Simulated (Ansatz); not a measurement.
# WSe2 (P6_3/mmc): G0W0 under other settings

Aim: change settings of a G0W0 run on WSe2 (P6_3/mmc) and see what moves.

Calculated with Ansatz 0.2.0; G0W0 on PBE, plane waves, PAW; PAW set soft_1.

The database entry behind the starting cell differs from later determinations by our own check (a about 0.2 % long), so it need not match the best structure at ambient conditions.

## 1. The starting structure

The structure is hexagonal, space group P6_3/mmc (No. 194). The conventional cell has a = 3.290 Å, b = 3.290 Å, c = 12.970 Å, α = 90.00°, β = 90.00°, γ = 120.00°. W has 6 Se at 2.53 Å nearest. Nearest to Se lie 3 W at 2.53 Å. Farther neighbours and most contacts between anions are not listed.

As a file:

```cif
data_structure
_symmetry_space_group_name_H-M 'P 1'
_symmetry_Int_Tables_number 1
_cell_length_a 3.2900
_cell_length_b 3.2900
_cell_length_c 12.9700
_cell_angle_alpha 90.000
_cell_angle_beta 90.000
_cell_angle_gamma 120.000
_cell_volume 121.58
loop_
_atom_site_label
_atom_site_type_symbol
_atom_site_fract_x
_atom_site_fract_y
_atom_site_fract_z
_atom_site_occupancy
W1 W 0.33333 0.66667 0.25000 1
W2 W 0.66667 0.33333 0.75000 1
Se3 Se 0.33333 0.66667 0.62100 1
Se4 Se 0.66667 0.33333 0.12100 1
Se5 Se 0.33333 0.66667 0.87900 1
Se6 Se 0.66667 0.33333 0.37900 1
```

The cell and positions come from the Crystallography Open Database and are kept as given unless a step says otherwise. Spin-orbit coupling is left out unless a step names it.

## 2. The base run: 6×6×2 mesh, 276 empty bands, screening to 100 eV, PAW set soft_1 files

G0W0 replaces the xc potential by the self-energy, built once from these orbitals. Only a window of levels is corrected, while the sums run over the empty bands that the input names. This step takes PAW set soft_1 files.

input.yaml reads:

```yaml
crystal:
  lattice:
    - [3.29, 0.0, 0.0]
    - [-1.645, 2.8492235785, 0.0]
    - [0.0, 0.0, 12.97]
  atoms:
    - { symbol: W, position: [0.3333333333, 0.6666666667, 0.25] }
    - { symbol: W, position: [0.6666666667, 0.3333333333, 0.75] }
    - { symbol: Se, position: [0.3333333333, 0.6666666667, 0.621] }
    - { symbol: Se, position: [0.6666666667, 0.3333333333, 0.121] }
    - { symbol: Se, position: [0.3333333333, 0.6666666667, 0.879] }
    - { symbol: Se, position: [0.6666666667, 0.3333333333, 0.379] }
kpoints:
  mp_grid: { grid: [6, 6, 2] }
hamiltonian:
  xc: pbe
  pseudopotentials: { kind: paw, azcp: { folder: soft_1 } }
scf:
  occupations: { method: fixed }
gw:
  n_empty_bands: 276
  ecut_chi: 100
  qp_bands: [v2, c2]
  qp_kpoints: band_edges
  screening: { model: contour_deformation }
```

On the command line:

```
$ ansatz run input.yaml --threads 2 --pin off --max-ram 73728MiB --backend cuda --events-out ev --progress --plain --runs-dir out --devices 1 --max-vram 13GiB
```

Numbers of over 12 decimals in the logs are rounded to 6 here.

The program printed:

```text
GPUs: using 1 of 1 available (devices: 1).
Engine: ansatz 0.2.0, x86_64-unknown-linux-gnu
Pseudopotentials: kind: paw
Pseudopotential: W, paw, valence charge 14, recommended cutoff 420 eV (normal), soft_1/W.paw.azcp
Pseudopotential: Se, paw, valence charge 16, recommended cutoff 420 eV (normal), soft_1/Se.paw.azcp
Functional definition: PBE
  parameter kappa = 0.804
  parameter beta = 0.066725
  exchange = pbe_x(kappa = kappa, mu = beta*pi^2/3)
  correlation = pbe_c(beta = beta)
device memory: the entry about to start is reckoned to put 1.8 GiB on a device that reports 68.5 GiB free (of which the cap on the GPU budget leaves the run 13.0 GiB)
GPU FFT provider: cuFFT
GPU libraries: cuBLAS 13.8.2, cuFFT 12.4.0, cuSOLVER 12.3.4
Crystal: 6 atoms, lattice volume = 121.580 Å³
Basis set: ecut = 420 eV, 2419 PW (Γ)
Bands: 56, of which v1, the nominal top of the filled ones, is band 46 counted from 1 (45 counted from 0)
Symmetry: 24 space group operations
Space group: P63/mmc (ITA 194), of the structure as read, at distance tolerance 5.0e-5 Å
k-points: 14 of 72
Non-local potential: W, projectors of the file, l = 0: 3, l = 1: 2, l = 2: 2, l = 3: 1
Non-local potential: Se, projectors of the file, l = 0: 2, l = 1: 2, l = 2: 3, l = 3: 1
PAW form: soft (Blöchl's): semilocal exchange-correlation on the pseudo side does not see the compensation charge
PAW one-centre angular grid: W, 590 points (default); XC on 64 Gauss nodes
PAW one-centre angular grid: Se, 590 points (default); XC on 64 Gauss nodes
Initial density: superposition of atomic densities (chi_scale 0.1, normalization cell, long waves kept (reshape's long-wave potential 0.04 eV rms))
Initial wavefunctions: pseudopotential atomic-orbital guess
GPU buffer pool allocated for 51840 grid points (all kernels)
GPU transforms: local potential and band sums: pruned to the plane-wave sphere, on 24×24×90
Functional: x = pbe(κ = 0.804, μ = 0.219515), c = pbe(β = 0.066725)
SCF iter   1: F=—  HF=-42652.436899 eV  |F-HF|=—  |Δ(HF+E_count)|=         —  Δρ=3.59e-2  dr2=5.38e0  ethr=3.10e-3  ⟨swp⟩=4.9  Hψ=2428  notcnv=0  defer=76
preconditioner: auto → Resta (q_TF=auto, 2.604 Å⁻¹)  ε∞=6.1  [insulator: Δε(μ)=0.871 eV  Ē_g=8.975 eV  n_scr=40 (ndim 8)  ℏωp=20.2 eV  f_vac=0.022  ε∞_Penn≈6.1]
SCF iter   2: F=—  HF=-42651.661559 eV  |F-HF|=—  |Δ(HF+E_count)|=   7.75e-1  Δρ=2.24e-2  dr2=8.18e-1  ethr=3.10e-3  ⟨swp⟩=2.0  Hψ=1057  notcnv=0  defer=55
SCF iter   3: F=—  HF=-42651.480586 eV  |F-HF|=—  |Δ(HF+E_count)|=   1.81e-1  Δρ=8.63e-3  dr2=2.56e-1  ethr=8.89e-4  ⟨swp⟩=2.1  Hψ=995  notcnv=0  defer=93
SCF iter   4: F=—  HF=-42651.437594 eV  |F-HF|=—  |Δ(HF+E_count)|=   4.30e-2  Δρ=2.38e-3  dr2=9.22e-3  ethr=2.78e-4  ⟨swp⟩=2.0  Hψ=977  notcnv=0  defer=104
[...]
E_vxc        = -827.406295  (∫ρ·V_xc dr)
  E_paw        = -25675.025940  (= ΣΔE_a)
  E_vpaw       = -1075.345113  (= ΣTr[D̂ρ^β])
  E_aug_tail   = -0.001203  (compensation charges beyond the density's cutoff)
  E_ewald      = -9994.845457
  E_smearing   = -0.000000  (= −TS)
  E_closure    = 0.000000  (closes the sum)
  Σ components = -42651.440017   (vs F -42651.440017, Δ=0.00e0)
--- Band table (eV; the first three rows and the last of 14) ---
  k-point 0: bands = [... 42 lower, 11.0759, 11.4717, 11.5078, 12.5761, 15.2155, 15.2155, 15.2660, 15.2660, ... 6 higher]
  k-point 1: bands = [... 42 lower, 11.0483, 11.0483, 12.3595, 12.3595, 15.2210, 15.2210, 15.2210, 15.2210, ... 6 higher]
  k-point 2: bands = [... 42 lower, 10.7299, 11.4907, 11.5224, 11.9074, 14.2299, 14.7628, 14.8354, 14.9062, ... 6 higher]
  k-point 13: bands = [... 42 lower, 9.8412, 9.8412, 12.2385, 12.2385, 13.9043, 13.9043, 15.0087, 15.0087, ... 6 higher]
--- G₀W₀: contour deformation, 7 samples at zero and on the imaginary axis and 1 off it, 72 q-points, 276 empty bands' worth ---
  eigenvalues of the whole cell's RPA ε∞ on this k-mesh (on a slab, of 1 + 4πα/V) = 7.1299, 15.4031, 15.4031; static W/v taken at q = 0 is 0.068302
  bands read: the sum over 322 bands ends inside a degenerate multiplet in 1 slot, whose members it reads at an even weight; the widest, k=1: bands 321 to 324 (counted from 1) at 2/4 each
  gw.qp_kpoints: band_edges: 10 of 14 stored k-points solved, in 1 pass; an edge of the gap read off the rows below is read off those points alone
    valence top: of the k-points left out ik 7 came nearest to being solved in a further pass, in band 45 (counted from 1, as in the quasiparticle table): it holds the edge there only if its correction is more favourable than any solved in that band by at least 1.286 eV; those differ by 0.283 eV
    conduction bottom: of the k-points left out ik 4 came nearest to being solved in a further pass, in band 47 (counted from 1, as in the quasiparticle table): it holds the edge there only if its correction is more favourable than any solved in that band by at least 0.577 eV; those differ by 0.129 eV
    ik  band        ε_KS         Σx   Σc(E_QP)       V_xc       Z   E_QP_lin       E_QP  E_QP is
     0    45     11.5078   -18.1619     1.8126   -15.9522  0.7688    11.1081    11.1107  root
     0    46     12.5761   -19.3869     0.5575   -18.7638  0.7546    12.5104    12.5105  root
     0    47     15.2155   -13.8816    -4.0045   -18.2172  0.7565    15.5488    15.5465  root
     0    48     15.2155   -13.8816    -4.0045   -18.2172  0.7565    15.5488    15.5465  root
     1    45     12.3595   -19.0873     0.7939   -18.1698  0.7564    12.2357    12.2359  root
     1    46     12.3595   -19.0873     0.7939   -18.1698  0.7564    12.2357    12.2359  root
     1    47     15.2210   -13.8407    -3.9906   -18.1528  0.7555    15.5446    15.5425  root
     1    48     15.2210   -13.8407    -3.9906   -18.1528  0.7555    15.5446    15.5425  root
[...]
13    45     12.2385   -18.3710     0.5365   -17.7201  0.7538    12.1240    12.1242  root
    13    46     12.2385   -18.3710     0.5365   -17.7201  0.7538    12.1240    12.1242  root
    13    47     13.9043   -15.5629    -3.7902   -19.6798  0.7480    14.2325    14.2309  root
    13    48     13.9043   -15.5629    -3.7902   -19.6798  0.7480    14.2325    14.2309  root
[key lines of the parts left out:]
SCF converged after 9 iterations
Free energy (F): -42651.440017 eV
Fermi energy:    12.576123 eV
```

Run time: 39 s. Hardware: 1 × NVIDIA H100 80GB HBM3 (shared by 6 runs) with 2 threads of AMD EPYC 7R13 (Zen 3), shared host; peak memory 1.5 GiB; 49 s of CPU time.

Numbers from this step:

```yaml
bands_summed: 322
rpa_eps_infinity_on_this_mesh_eigenvalues: 7.130, 15.40, 15.40
plane_waves_in_the_screening_matrix: 291
q_points_in_the_mesh: 72
g0w0_gap_on_the_mesh: 1.244 eV
k_of_the_valence_top: 0, 0, 0
k_of_the_conduction_bottom: 0.1667, 0.1667, 0
starting_gap_on_the_mesh: 0.9759 eV
z_at_the_valence_top: 0.7546
z_at_the_conduction_bottom: 0.7657
least_direct_g0w0_gap_on_the_computed_points: 1.944 eV
```

The gap on the mesh goes from 0.98 eV to 1.24 eV, a correction of +0.27 eV. Between the two edge states, bare exchange in place of the xc potential would open the gap by 4.34 eV, and correlation takes back 4.08 eV.

## 3. Variant: potentials

Other atomic data (norm-conserving) test the pseudisation: the cutoff goes from 420 to 1170.09 eV, with the same valence electrons.

This step: G0W0 on PBE, plane waves, norm-conserving pseudopotentials.

input.yaml, as its differences from that of step 2:

```diff
@@ -16,3 +16,3 @@
   xc: pbe
-  pseudopotentials: { kind: paw, azcp: { folder: soft_1 } }
+  pseudopotentials: { kind: nc }
 scf:
```

The program printed:

```text
GPUs: using 1 of 1 available (devices: 1).
[...]
GPU FFT provider: cuFFT
GPU libraries: cuBLAS 13.8.2, cuFFT 12.4.0, cuSOLVER 12.3.4
Crystal: 6 atoms, lattice volume = 121.580 Å³
Basis set: ecut = 1170.089609 eV, 11047 PW (Γ)
Bands: 56, of which v1, the nominal top of the filled ones, is band 46 counted from 1 (45 counted from 0)
[... 1 set-up line as in the run before ...]
[...]
k-points: 14 of 72
[...]
GPU buffer pool allocated for 240000 grid points (all kernels)
[...]
SCF iter   1: F=—  HF=-17328.379661 eV  |F-HF|=—  |Δ(HF+E_count)|=         —  Δρ=3.70e-2  dr2=5.67e0  ethr=3.10e-3  ⟨swp⟩=4.9  Hψ=2547  notcnv=0  defer=92
[...]
SCF iter   8: F=-17327.346219 eV  HF=-17327.346219 eV  |F-HF|=2.42e-8  |Δ(HF+E_count)|=   2.31e-6  Δρ=7.87e-6  dr2=7.87e-8  ethr=1.09e-10  ⟨swp⟩=13.4  Hψ=3791  notcnv=0
SCF 1 converged in 8 iterations: F = -17327.346219 eV  dr2 = 7.87e-8
[...]
0    45     12.3242   -18.1288     1.8254   -15.9252  0.7687    11.9437    11.9461  root
     0    46     13.3885   -19.3274     0.5361   -18.7442  0.7543    13.3413    13.3414  root
     0    47     16.0198   -13.8413    -4.0094   -18.2032  0.7563    16.3749    16.3723  root
     0    48     16.0198   -13.8413    -4.0094   -18.2032  0.7563    16.3749    16.3723  root
     1    45     13.1720   -19.0329     0.7780   -18.1492  0.7562    13.0662    13.0663  root
     1    46     13.1720   -19.0329     0.7780   -18.1492  0.7562    13.0662    13.0663  root
     1    47     16.0252   -13.8028    -3.9943   -18.1400  0.7553    16.3706    16.3681  root
     1    48     16.0252   -13.8028    -3.9943   -18.1400  0.7553    16.3706    16.3681  root
[...]
13    45     13.0456   -18.3145     0.5164   -17.6987  0.7536    12.9462    12.9463  root
    13    46     13.0456   -18.3145     0.5164   -17.6987  0.7536    12.9462    12.9463  root
    13    47     14.7090   -15.4752    -3.8224   -19.6391  0.7477    15.0524    15.0505  root
    13    48     14.7090   -15.4752    -3.8224   -19.6391  0.7477    15.0524    15.0505  root
[key lines of the parts left out:]
SCF converged after 8 iterations
Free energy (F): -17327.346219 eV
Fermi energy:    13.388541 eV
```

Run time: 63 s. Hardware: 1 × NVIDIA H100 80GB HBM3 (shared by 6 runs) with 2 threads; peak memory 2.3 GiB.

The G0W0 gap on the mesh is 1.233 eV.

Against the base:

```
setting            base          variant
  files  PAW set soft_1  norm-conserving
```

```csv
quantity,variant,base
starting gap on the mesh,0.968,0.976
G0W0 gap on the mesh,1.233,1.244
least direct G0W0 gap on the computed points,1.941,1.944
Z at the valence top,0.754,0.755
Z at the conduction bottom,0.765,0.766
```

## 4. Variant: potentials

This step: G0W0 on PBE, plane waves, PAW.

input.yaml, as its differences from that of step 3:

```diff
@@ -16,3 +16,3 @@
   xc: pbe
-  pseudopotentials: { kind: nc }
+  pseudopotentials: { kind: paw, source: ansatz }
 scf:
```

The program printed:

```text
GPUs: using 1 of 1 available (devices: 1).
[...]
GPU FFT provider: cuFFT
GPU libraries: cuBLAS 13.8.2, cuFFT 12.4.0, cuSOLVER 12.3.4
Crystal: 6 atoms, lattice volume = 121.580 Å³
Basis set: ecut = 760 eV, 5861 PW (Γ)
Bands: 72, of which v1, the nominal top of the filled ones, is band 60 counted from 1 (59 counted from 0)
[... 1 set-up line as in the run before ...]
[...]
k-points: 14 of 72
[...]
GPU buffer pool allocated for 108000 grid points (all kernels)
[...]
SCF iter   1: F=—  HF=-57643.637801 eV  |F-HF|=—  |Δ(HF+E_count)|=         —  Δρ=4.27e-2  dr2=9.13e0  ethr=3.10e-3  ⟨swp⟩=5.0  Hψ=3309  notcnv=0  defer=120
[...]
SCF iter  10: F=-57642.162479 eV  HF=-57642.162479 eV  |F-HF|=5.25e-9  |Δ(HF+E_count)|=   4.31e-7  Δρ=2.25e-6  dr2=4.48e-9  ethr=8.33e-11  ⟨swp⟩=11.1  Hψ=3745  notcnv=0
SCF 1 converged in 10 iterations: F = -57642.162479 eV  dr2 = 4.48e-9
[...]
0    59     13.8535   -18.1827     1.8115   -15.9694  0.7691    13.4490    13.4517  root
     0    60     14.9199   -19.3932     0.5702   -18.7634  0.7546    14.8602    14.8603  root
     0    61     17.5607   -13.9012    -4.0003   -18.2348  0.7566    17.8963    17.8940  root
     0    62     17.5607   -13.9012    -4.0003   -18.2348  0.7566    17.8963    17.8940  root
     1    59     14.7035   -19.0979     0.8050   -18.1736  0.7564    14.5841    14.5844  root
     1    60     14.7035   -19.0979     0.8050   -18.1736  0.7564    14.5841    14.5844  root
     1    61     17.5663   -13.8598    -3.9866   -18.1698  0.7556    17.8918    17.8897  root
     1    62     17.5663   -13.8598    -3.9866   -18.1698  0.7556    17.8918    17.8897  root
[...]
13    59     14.5838   -18.3914     0.5483   -17.7336  0.7538    14.4742    14.4743  root
    13    60     14.5838   -18.3914     0.5483   -17.7336  0.7538    14.4742    14.4743  root
    13    61     16.2499   -15.5769    -3.7791   -19.6915  0.7479    16.5871    16.5854  root
    13    62     16.2499   -15.5769    -3.7791   -19.6915  0.7479    16.5871    16.5854  root
[key lines of the parts left out:]
SCF converged after 10 iterations
Free energy (F): -57642.162479 eV
Fermi energy:    14.919853 eV
```

Wall time 36 s (1 × NVIDIA H100 80GB HBM3 (shared by 6 runs) with 2 threads); peak memory 1.9 GiB.

The G0W0 gap on the mesh is 1.244 eV.

Against the base:

```
setting            base   variant
  files  PAW set soft_1  hard PAW
```

| quantity | variant | base |
| --- | --- | --- |
| starting gap on the mesh | 0.977 | 0.976 |
| G0W0 gap on the mesh | 1.244 | 1.244 |
| least direct G0W0 gap on the computed points | 1.948 | 1.944 |
| Z at the valence top | 0.755 | 0.755 |
| Z at the conduction bottom | 0.766 | 0.766 |

## 5. Variant: frequency model

A plasmon pole stands in for the full frequency dependence of the screening; this run shows what that costs in accuracy.

This step: G0W0 on PBE, plane waves, PAW; PAW set soft_1.

input.yaml, as its differences from that of step 4:

```diff
@@ -16,3 +16,3 @@
   xc: pbe
-  pseudopotentials: { kind: paw, source: ansatz }
+  pseudopotentials: { kind: paw, azcp: { folder: soft_1 } }
 scf:
@@ -24,2 +24,2 @@
   qp_kpoints: band_edges
-  screening: { model: contour_deformation }
+  screening: { model: godby_needs }
```

The program printed:

```text
GPUs: using 1 of 1 available (devices: 1).
[...]
GPU FFT provider: cuFFT
GPU libraries: cuBLAS 13.8.2, cuFFT 12.4.0, cuSOLVER 12.3.4
Crystal: 6 atoms, lattice volume = 121.580 Å³
Basis set: ecut = 420 eV, 2419 PW (Γ)
Bands: 56, of which v1, the nominal top of the filled ones, is band 46 counted from 1 (45 counted from 0)
[... 1 set-up line as in the run before ...]
[...]
k-points: 14 of 72
[...]
GPU buffer pool allocated for 51840 grid points (all kernels)
[...]
SCF iter   1: F=—  HF=-42652.436899 eV  |F-HF|=—  |Δ(HF+E_count)|=         —  Δρ=3.59e-2  dr2=5.38e0  ethr=3.10e-3  ⟨swp⟩=4.9  Hψ=2428  notcnv=0  defer=76
[...]
SCF iter   9: F=-42651.440017 eV  HF=-42651.440017 eV  |F-HF|=3.36e-8  |Δ(HF+E_count)|=   3.28e-6  Δρ=9.12e-6  dr2=6.79e-8  ethr=1.09e-10  ⟨swp⟩=9.3  Hψ=2922  notcnv=0
SCF 1 converged in 9 iterations: F = -42651.440017 eV  dr2 = 6.79e-8
[...]
0    45     11.5078   -18.1619     1.7964   -15.9522  0.8040    11.0939    11.0945  root
     0    46     12.5761   -19.3869     0.5232   -18.7638  0.7948    12.4761    12.4761  root
     0    47     15.2155   -13.8816    -3.9740   -18.2172  0.8001    15.5776    15.5770  root
     0    48     15.2155   -13.8816    -3.9740   -18.2172  0.8001    15.5776    15.5770  root
     1    45     12.3595   -19.0873     0.7560   -18.1698  0.7961    12.1979    12.1980  root
     1    46     12.3595   -19.0873     0.7560   -18.1698  0.7961    12.1979    12.1980  root
     1    47     15.2210   -13.8407    -3.9572   -18.1528  0.7999    15.5764    15.5759  root
     1    48     15.2210   -13.8407    -3.9572   -18.1528  0.7999    15.5764    15.5759  root
[...]
13    45     12.2385   -18.3710     0.4745   -17.7201  0.7951    12.0620    12.0621  root
    13    46     12.2385   -18.3710     0.4745   -17.7201  0.7951    12.0620    12.0621  root
    13    47     13.9043   -15.5629    -3.7749   -19.6798  0.7937    14.2466    14.2462  root
    13    48     13.9043   -15.5629    -3.7749   -19.6798  0.7937    14.2466    14.2462  root
[key lines of the parts left out:]
SCF converged after 9 iterations
Free energy (F): -42651.440017 eV
Fermi energy:    12.576123 eV
```

Elapsed: 37 s, on 1 × NVIDIA H100 80GB HBM3 (shared by 6 runs) with 2 threads; peak memory 1.8 GiB; 53 s of CPU time.

The G0W0 gap on the mesh is 1.259 eV.

Against the base:

```
        setting                 base       variant
frequency model  contour deformation  plasmon pole
```

| quantity | variant | base |
| --- | --- | --- |
| starting gap on the mesh | 0.976 | 0.976 |
| G0W0 gap on the mesh | 1.259 | 1.244 |
| least direct G0W0 gap on the computed points | 2.012 | 1.944 |
| Z at the valence top | 0.795 | 0.755 |
| Z at the conduction bottom | 0.803 | 0.766 |

## 6. Results

```json
{
 "base": "1.24 eV, 39 s",
 "potentials": "1.24 eV, 36 s",
 "frequency model": "1.26 eV, 37 s"
}
```

What this shows: Potentials: the gap moves by −0.01 eV (the plane-wave cutoff goes from 420 to 1170.09 eV). Potentials: the gap moves by +0.0002 eV (the plane-wave cutoff goes from 420 to 760 eV). Frequency model: the gap moves by +0.02 eV. All runs here use a coarse mesh and modest cutoffs; they test settings and are not final values. The 6×6×2 mesh is coarse for this cell (its supercell is 20 Å along the shortest edge). The RPA ε∞ on it, from the PBE start, is 7.13 and 15.40; such meshes misread the long-range screening, most where the gap is narrow. The many-body steps are scalar-relativistic: spin-orbit coupling is not in them.

[Paths, hosts, dates, memory and timing lines, banners, echoed tables and standing remarks are left out of the program output.]

[Logs are printed without paths, hosts, clocks, repeated set-up lines and the standing remarks that a program may print on its own settings, such as how far it seeks lower states.]

[Runs of the session that timed out or met a known fault of the program may be left out.]

[Cells called generated may have been cut or substituted from an entry of the Crystallography Open Database or the Materials Project.]

[Hosts, paths, dates, database ids (printed as entryN), source tags and the programs' standing remarks are cut or masked in the printed files.]
